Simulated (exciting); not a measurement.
# Core excitons at the S L₂,₃ edge of RbLuS2

How far do the exchange and direct terms reshape the S L₂,₃ edge of RbLuS2?

Main program and level: exciting sodium; X-ray absorption, core-level Bethe-Salpeter equation, exchange and statically screened direct term, Tamm-Dancoff, all-electron LAPW+lo LDA.

Most raw output is cut from this account.

## (1) The starting structure

It takes space group R-3m (No. 166, trigonal). Conventional cell: a = 3.991 Å, b = 3.991 Å, c = 22.838 Å, α = 90.00°, β = 90.00°, γ = 120.00°. Nearest to Lu lie 6 S at 2.72 Å. Nearest to Rb lie 6 S at 3.29 Å. S has 3 Lu at 2.72 Å and 3 Rb at 3.29 Å nearest. Farther neighbours and most contacts between anions are not listed.

Coordinates:

```xyz
4
Lattice="1.9955 1.1521 7.6127 -1.9955 1.1521 7.6127 0.0000 -2.3042 7.6127" Properties=species:S:1:pos:R:3 pbc="T T T"
Lu    0.0000    0.0000   11.4190
Rb    0.0000    0.0000    0.0000
S     0.0000    0.0000   17.5784
S     0.0000    0.0000    5.2596
```

Differences between curves are given as r.m.s. difference over r.m.s. height.

## (2) Ground state

The species files are the program's own, with muffin-tin radii set in the input.

The input, input.xml:

```
<input>
  <title>RbLuS2</title>
  <structure speciespath="." autormt="false" epslat="1.0e-5">
    <crystal>
      <basevect>3.7709484810 2.1771581207 14.3858550755</basevect>
      <basevect>-3.7709484810 2.1771581207 14.3858550755</basevect>
      <basevect>0.0000000000 -4.3543162411 14.3858550755</basevect>
    </crystal>
    <species speciesfile="Lu.xml" rmt="2.300">
      <atom coord="0.5000000000 0.5000000000 0.5000000000"/>
    </species>
    <species speciesfile="Rb.xml" rmt="2.464">
      <atom coord="0.0000000000 0.0000000000 0.0000000000"/>
    </species>
    <species speciesfile="S.xml" rmt="2.300">
      <atom coord="0.7697000000 0.7697000000 0.7697000000"/>
      <atom coord="0.2303000000 0.2303000000 0.2303000000"/>
    </species>
  </structure>
  <groundstate do="fromscratch" xctype="LDA_PW" ngridk="3 3 3" rgkmax="7" gmaxvr="14" nempty="8" swidth="0.001" maxscl="100" epsengy="1e-5"/>
</input>
```

Run with:

```bash
> OMP_NUM_THREADS=1 mpirun -n 4 exciting
```

The job ended after 92 s (4 MPI ranks of Intel Xeon at 2.50GHz (Skylake/Cascade Lake), shared host).

The warnings file holds hints only, no warning.

The mesh shows a gap of 2.31 eV. Core levels (Dirac, from the valence top):

```csv
atom,level,energy (eV)
S,1s1/2,-2388.8
S,2s1/2,-202.8
S,2p1/2,-149.3
S,2p3/2,-148.0
```

## (3) A richer basis for the empty states

Each species file gets more local orbitals, built from u and its energy derivative at 0.15 Ha and u at 0.9 Ha.

input.xml is that of step 2.

The input, SPECIES.xml, added lines:

```
<lo l="L">  <!-- L = 0, 1, 2, and 3 from Cs on -->
  <wf matchingOrder="0" trialEnergy="0.1500" searchE="false"/>
  <wf matchingOrder="1" trialEnergy="0.1500" searchE="false"/>
  <wf matchingOrder="0" trialEnergy="0.9000" searchE="false"/>
</lo>
```

Run with:

```bash
> OMP_NUM_THREADS=1 mpirun -n 4 exciting
```

Wall time 90 s (4 MPI ranks).

Against the first ground state the total energy moves by -5 meV an atom and the gap by 0.00 eV.

## (4) Screening, kernels and BSE for S atom 3

The absorber has 3 Lu at 2.72 Å and 3 Rb at 3.29 Å (distorted octahedral, site symmetry 3m).

input.xml, as its differences from that of step 3:

```diff
@@ -19,3 +19,19 @@
   </structure>
-  <groundstate do="fromscratch" xctype="LDA_PW" ngridk="3 3 3" rgkmax="7" gmaxvr="14" nempty="8" swidth="0.001" maxscl="100" epsengy="1e-5"/>
+  <groundstate do="skip" xctype="LDA_PW" ngridk="3 3 3" rgkmax="7" gmaxvr="14" nempty="8" swidth="0.001" maxscl="100" epsengy="1e-5"/>
+  <xs xstype="BSE" ngridk="2 2 2" ngridq="2 2 2" vkloff="0.097 0.273 0.493" rgkmax="7" nempty="50" gqmax="3" lmaxapwwf="5" lmaxemat="3" broad="0.01654" tevout="true">
+    <energywindow intv="5.083 6.746" points="452"/>
+    <screening screentype="full" nempty="77"/>
+    <BSE xas="true" xasspecies="3" xasatom="1" xasedge="L23" bsetype="singlet" nstlxas="1 46"/>
+    <qpointset>
+      <qpoint>0 0 0</qpoint>
+    </qpointset>
+    <plan>
+      <doonly task="xsgeneigvec"/>
+      <doonly task="writepmatxs"/>
+      <doonly task="scrgeneigvec"/>
+      <doonly task="scrwritepmat"/>
+      <doonly task="screen"/>
+      <doonly task="scrcoulint"/>
+    </plan>
+  </xs>
 </input>
```

The input, input.xml for the exchange start (cutoff and plan only):

```
  gqmax="2.5"
  <plan>
    <doonly task="exccoulint"/>
  </plan>
```

The input, input.xml for the last start (plan only):

```
  <plan>
    <doonly task="bse"/>
  </plan>
```

Run with:

```bash
> OMP_NUM_THREADS=1 mpirun -n 4 exciting
> OMP_NUM_THREADS=1 mpirun -n 4 exciting
> OMP_NUM_THREADS=4 exciting
```

It took 13 min on 4 MPI ranks.

Wall time by task: xsgeneigvec 18 s, writepmatxs 10 s, scrgeneigvec 7.8 s, scrwritepmat 9.3 s, screen 87 s, scrcoulint 1.9 min, exccoulint 8.4 min, bse 18 s.

The S L₂,₃ spectrum of S atom 3 (energy from the Kohn–Sham onset, core level to the lowest empty state found on the meshes used, 150.30 eV; the ground-state mesh sets it, and the shifted mesh has its lowest transition 0.19 eV above it; Im ε scaled to the maximum of the singlet run; cut below the end of the band set):

```
E (eV)  isotropic  ε ⊥ c  ε ∥ c
  -3.0       0.02   0.02   0.02
  -2.5       0.03   0.03   0.03
  -2.0       0.04   0.04   0.04
  -1.5       0.06   0.06   0.07
  -1.0       0.12   0.11   0.13
  -0.5       0.15   0.14   0.15
   0.0       0.20   0.20   0.19
   0.5       0.27   0.28   0.27
   1.0       0.34   0.33   0.36
   1.5       0.44   0.44   0.44
   2.0       0.45   0.47   0.42
   2.5       0.42   0.42   0.41
   3.0       0.37   0.37   0.37
   3.5       0.35   0.35   0.35
   4.0       0.34   0.34   0.35
   4.5       0.34   0.33   0.35
   5.0       0.39   0.38   0.41
   5.5       0.44   0.44   0.44
   6.0       0.44   0.45   0.42
   6.5       0.46   0.47   0.43
   7.0       0.50   0.52   0.46
   7.5       0.54   0.56   0.52
   8.0       0.58   0.57   0.58
   8.5       0.71   0.71   0.73
   9.0       0.86   0.85   0.87
   9.5       0.85   0.82   0.91
  10.0       0.98   0.94   1.05
  10.5       0.93   0.93   0.93
  11.0       0.80   0.83   0.75
  11.5       0.77   0.80   0.72
  12.0       0.67   0.68   0.63
  12.5       0.71   0.72   0.70
  13.0       0.78   0.78   0.80
  13.5       0.78   0.77   0.80
  14.0       0.84   0.83   0.84
  14.5       0.90   0.91   0.89
  15.0       0.84   0.86   0.79
  15.5       0.78   0.82   0.70
  16.0       0.70   0.73   0.66
  16.5       0.64   0.62   0.67
  17.0       0.60   0.58   0.66
  17.5       0.55   0.52   0.61
  18.0       0.54   0.51   0.61
  18.5       0.56   0.53   0.63
  19.0       0.60   0.59   0.63
  19.5       0.60   0.59   0.61
  20.0       0.59   0.60   0.58
  20.5       0.60   0.60   0.59
  21.0       0.56   0.55   0.58
```

Maxima (height): 1.8 eV (0.46), 9.1 eV (0.86), 10.1 eV (1.00), 13.0 eV (0.79), 14.4 eV (0.90), 19.1 eV (0.60) and 20.2 eV (0.61).

The Hamiltonian has 2208 rows. The lowest groups of eigenvalues and the brightest ones, on the scale above (the program counts from the shifted mesh's onset, 0.19 eV higher). Core spinors bring spin-forbidden partners, so dark means forbidden by spin or by symmetry, and the shifted mesh splits states that symmetry would keep together:

```csv
energy (eV),states within 10 meV,relative strength
-0.985,4,0.24
-0.877,4,0.23
-0.505,4,0.20
-0.265,4,0.10
-0.080,4,0.21
0.237,4,0.12
8.848,4,0.72
9.796,6,0.62
10.070,1,1.00
10.293,6,0.73
10.485,4,0.69
11.267,6,0.81
13.025,4,0.74
```

## (5) Independent particles

input.xml, as its differences from that of step 4:

```diff
@@ -23,3 +23,3 @@
     <screening screentype="full" nempty="77"/>
-    <BSE xas="true" xasspecies="3" xasatom="1" xasedge="L23" bsetype="singlet" nstlxas="1 46"/>
+    <BSE xas="true" xasspecies="3" xasatom="1" xasedge="L23" bsetype="IP" nstlxas="1 46"/>
     <qpointset>
@@ -28,8 +28,3 @@
     <plan>
-      <doonly task="xsgeneigvec"/>
-      <doonly task="writepmatxs"/>
-      <doonly task="scrgeneigvec"/>
-      <doonly task="scrwritepmat"/>
-      <doonly task="screen"/>
-      <doonly task="scrcoulint"/>
+      <doonly task="bse"/>
     </plan>
```

Run with:

```bash
> OMP_NUM_THREADS=4 exciting
```

It took 4.5 s on 4 threads.

Maxima (height): 11.4 eV (0.82), 12.5 eV (0.74), 15.7 eV (0.92), 16.6 eV (0.91) and 20.1 eV (0.80); 2 lower ones aren't listed. Against the singlet run the r.m.s. difference is 39 %. Moving the earlier curve by +2.6 eV leaves 19 %. The highest maximum lies at 15.7 eV (0.92), against 10.1 eV (1.00).

## (6) Exchange alone

input.xml, as its differences from that of step 5:

```diff
@@ -23,3 +23,3 @@
     <screening screentype="full" nempty="77"/>
-    <BSE xas="true" xasspecies="3" xasatom="1" xasedge="L23" bsetype="IP" nstlxas="1 46"/>
+    <BSE xas="true" xasspecies="3" xasatom="1" xasedge="L23" bsetype="RPA" nstlxas="1 46"/>
     <qpointset>
```

Run with:

```bash
> OMP_NUM_THREADS=4 exciting
```

Wall time 20 s (4 threads).

Maxima (height): 11.4 eV (0.77), 12.6 eV (0.70), 15.8 eV (0.89), 16.7 eV (0.91) and 20.1 eV (0.81); 2 lower ones aren't listed. Against the independent-particle run the r.m.s. difference is 4 %. The highest maximum lies at 16.7 eV (0.91), against 15.7 eV (0.92).

## (7) Direct term alone

input.xml, as its differences from that of step 6:

```diff
@@ -23,3 +23,3 @@
     <screening screentype="full" nempty="77"/>
-    <BSE xas="true" xasspecies="3" xasatom="1" xasedge="L23" bsetype="RPA" nstlxas="1 46"/>
+    <BSE xas="true" xasspecies="3" xasatom="1" xasedge="L23" bsetype="triplet" nstlxas="1 46"/>
     <qpointset>
```

Run with:

```bash
> OMP_NUM_THREADS=4 exciting
```

The job ended after 20 s (4 threads).

Maxima (height): 9.0 eV (0.92), 10.1 eV (1.02), 13.0 eV (0.79), 14.3 eV (0.89) and 19.1 eV (0.57); 2 lower ones aren't listed. The spectrum differs from the singlet run by 5 % r.m.s.

## (8) Broadening

Changed against the first singlet run: half width (eV) from 0.45 to 1.35.

input.xml, as its differences from that of step 7:

```diff
@@ -20,6 +20,6 @@
   <groundstate do="skip" xctype="LDA_PW" ngridk="3 3 3" rgkmax="7" gmaxvr="14" nempty="8" swidth="0.001" maxscl="100" epsengy="1e-5"/>
-  <xs xstype="BSE" ngridk="2 2 2" ngridq="2 2 2" vkloff="0.097 0.273 0.493" rgkmax="7" nempty="50" gqmax="3" lmaxapwwf="5" lmaxemat="3" broad="0.01654" tevout="true">
+  <xs xstype="BSE" ngridk="2 2 2" ngridq="2 2 2" vkloff="0.097 0.273 0.493" rgkmax="7" nempty="50" gqmax="3" lmaxapwwf="5" lmaxemat="3" broad="0.04961" tevout="true">
     <energywindow intv="5.083 6.746" points="452"/>
     <screening screentype="full" nempty="77"/>
-    <BSE xas="true" xasspecies="3" xasatom="1" xasedge="L23" bsetype="triplet" nstlxas="1 46"/>
+    <BSE xas="true" xasspecies="3" xasatom="1" xasedge="L23" bsetype="singlet" nstlxas="1 46"/>
     <qpointset>
```

Run with:

```bash
> OMP_NUM_THREADS=4 exciting
```

Wall time 20 s (4 threads).

The spectrum differs from the singlet run by 12 % r.m.s. The highest maximum lies at 10.2 eV (0.77), against 10.1 eV (1.00). Only the width of each line changes; the area stays. A table step wider than the lines misses their tops.

```
E (eV)  first run  this run
  -8.0       0.01      0.02
  -7.0       0.01      0.03
  -6.0       0.01      0.03
  -5.0       0.01      0.04
  -4.0       0.02      0.05
  -3.0       0.02      0.06
  -2.0       0.04      0.09
  -1.0       0.12      0.15
   0.0       0.20      0.22
   1.0       0.34      0.30
   2.0       0.45      0.36
   3.0       0.37      0.36
   4.0       0.34      0.37
   5.0       0.39      0.40
   6.0       0.44      0.45
   7.0       0.50      0.51
   8.0       0.58      0.60
   9.0       0.86      0.70
  10.0       0.98      0.77
  11.0       0.80      0.75
  12.0       0.67      0.71
  13.0       0.78      0.72
  14.0       0.84      0.74
  15.0       0.84      0.73
  16.0       0.70      0.66
  17.0       0.60      0.60
  18.0       0.54      0.56
  19.0       0.60      0.55
  20.0       0.59      0.53
  21.0       0.56      0.49
```

## (9) Coarser mesh

Changed against the first singlet run: k mesh from 2×2×2 to 1×1×1.

input.xml, as its differences from that of step 8:

```diff
@@ -20,3 +20,3 @@
   <groundstate do="skip" xctype="LDA_PW" ngridk="3 3 3" rgkmax="7" gmaxvr="14" nempty="8" swidth="0.001" maxscl="100" epsengy="1e-5"/>
-  <xs xstype="BSE" ngridk="2 2 2" ngridq="2 2 2" vkloff="0.097 0.273 0.493" rgkmax="7" nempty="50" gqmax="3" lmaxapwwf="5" lmaxemat="3" broad="0.04961" tevout="true">
+  <xs xstype="BSE" ngridk="1 1 1" ngridq="1 1 1" vkloff="0.097 0.273 0.493" rgkmax="7" nempty="50" gqmax="3" lmaxapwwf="5" lmaxemat="3" broad="0.01654" tevout="true">
     <energywindow intv="5.083 6.746" points="452"/>
@@ -28,3 +28,8 @@
     <plan>
-      <doonly task="bse"/>
+      <doonly task="xsgeneigvec"/>
+      <doonly task="writepmatxs"/>
+      <doonly task="scrgeneigvec"/>
+      <doonly task="scrwritepmat"/>
+      <doonly task="screen"/>
+      <doonly task="scrcoulint"/>
     </plan>
```

The input, input.xml for the exchange start (cutoff and plan only):

```
  gqmax="2.5"
  <plan>
    <doonly task="exccoulint"/>
  </plan>
```

The input, input.xml for the last start (plan only):

```
  <plan>
    <doonly task="bse"/>
  </plan>
```

Run with:

```bash
> OMP_NUM_THREADS=4 exciting
> OMP_NUM_THREADS=4 exciting
> OMP_NUM_THREADS=4 exciting
```

Run time: 2.3 min. Hardware: 4 threads.

Wall time by task: xsgeneigvec 9.6 s, writepmatxs 9.7 s, scrgeneigvec 5.8 s, scrwritepmat 8.3 s, screen 14 s, scrcoulint 15 s, exccoulint 71 s, bse 3.6 s.

These settings are cheaper. Against the singlet run the r.m.s. difference is 18 %. The highest maximum lies at 9.4 eV (1.05), against 10.1 eV (1.00). The first bright state moves from -0.98 to -1.09 eV. The lowest bare transition of this run lies at 0.95 eV, against 0.19. A coarse mesh samples few band energies, and it inflates the long-range part of the attraction.

```csv
E (eV),first run,this run
-3.0,0.02,0.02
-2.0,0.04,0.05
-1.0,0.12,0.15
0.0,0.20,0.21
1.0,0.34,0.33
2.0,0.45,0.41
3.0,0.37,0.32
4.0,0.34,0.33
5.0,0.39,0.40
6.0,0.44,0.39
7.0,0.50,0.49
8.0,0.58,0.65
9.0,0.86,0.97
10.0,0.98,0.83
11.0,0.80,0.80
12.0,0.67,0.81
13.0,0.78,0.94
14.0,0.84,0.89
15.0,0.84,0.85
16.0,0.70,0.50
17.0,0.60,0.71
18.0,0.54,0.71
19.0,0.60,0.60
20.0,0.59,0.44
21.0,0.56,0.41
```

## (10) From independent particles to the full kernel

```csv
level,curve passes 0.15 (eV),highest maximum (eV),its height
IP,2.2,15.7,0.92
RPA,2.3,16.7,0.91
direct only,-0.6,10.1,1.02
singlet,-0.4,10.1,1.00
```

| E (eV) | IP | RPA | direct only | singlet |
| --- | --- | --- | --- | --- |
| -3.0 | 0.01 | 0.01 | 0.02 | 0.02 |
| -2.0 | 0.01 | 0.01 | 0.04 | 0.04 |
| -1.0 | 0.02 | 0.02 | 0.13 | 0.12 |
| 0.0 | 0.04 | 0.04 | 0.22 | 0.20 |
| 1.0 | 0.08 | 0.08 | 0.37 | 0.34 |
| 2.0 | 0.14 | 0.13 | 0.48 | 0.45 |
| 3.0 | 0.21 | 0.19 | 0.39 | 0.37 |
| 4.0 | 0.28 | 0.27 | 0.36 | 0.34 |
| 5.0 | 0.30 | 0.28 | 0.41 | 0.39 |
| 6.0 | 0.30 | 0.29 | 0.47 | 0.44 |
| 7.0 | 0.28 | 0.26 | 0.54 | 0.50 |
| 8.0 | 0.31 | 0.29 | 0.62 | 0.58 |
| 9.0 | 0.33 | 0.31 | 0.91 | 0.86 |
| 10.0 | 0.45 | 0.41 | 1.01 | 0.98 |
| 11.0 | 0.68 | 0.62 | 0.80 | 0.80 |
| 12.0 | 0.73 | 0.69 | 0.66 | 0.67 |
| 13.0 | 0.68 | 0.66 | 0.79 | 0.78 |
| 14.0 | 0.67 | 0.64 | 0.83 | 0.84 |
| 15.0 | 0.75 | 0.72 | 0.81 | 0.84 |
| 16.0 | 0.90 | 0.88 | 0.67 | 0.70 |
| 17.0 | 0.88 | 0.88 | 0.57 | 0.60 |
| 18.0 | 0.78 | 0.80 | 0.52 | 0.54 |
| 19.0 | 0.73 | 0.74 | 0.57 | 0.60 |
| 20.0 | 0.79 | 0.81 | 0.56 | 0.59 |
| 21.0 | 0.80 | 0.82 | 0.52 | 0.56 |

## (11) Outcome

```json
{
  "absorber and edge": "S L₂,₃, atom 3",
  "surroundings": "3 Lu at 2.72 Å and 3 Rb at 3.29 Å (distorted octahedral, site symmetry 3m)",
  "first bright state": "-0.98 eV from the Kohn–Sham onset, on this mesh",
  "highest maximum": "10.1 eV",
  "cost of the BSE run": "13 min on 4 MPI ranks of Intel Xeon at 2.50GHz (Skylake/Cascade Lake), shared host; the last task ran on as many threads"
}
```

What this shows: Is a core exciton bound? Yes on this mesh: the first bright state (over 5 % of the brightest) lies at -0.98 eV from the Kohn–Sham onset and at -1.17 eV from the lowest bare transition of its own mesh. Changing the half width (eV) from 0.45 to 1.35 alters the spectrum by 12 % r.m.s. Exchange alone changes the independent-particle spectrum by 4 % r.m.s. Leaving exchange out of the full kernel changes the spectrum by 5 % r.m.s. With 8 k points the binding energies are rough, and fine structure above the first lines is partly noise of the mesh. The kernel cutoff is low for a compact core orbital, so the effect of exchange is a lower bound. The zero comes from the unshifted 3×3×3 ground-state mesh; it is exact only where the band minimum lies on that mesh. The conduction states carry no spin here, so the exchange coupling to the spinor core hole is only partly held. The Kohn–Sham onset, 150 eV, is no photon energy (tabulated edge of the element: 162.5 eV): the scale needs a rigid shift. No quasiparticle correction widens the gap or stretches the bands. Vibrations and energy-dependent lifetimes are left out. The structure is a published determination, not relaxed.

[Logs are printed without paths, hosts, clocks, repeated set-up lines and the standing remarks that a program may print on its own settings, such as how far it seeks lower states.]

[Hosts, paths, dates, database ids (printed as entryN), source tags and the programs' standing remarks are cut or masked in the printed files.]
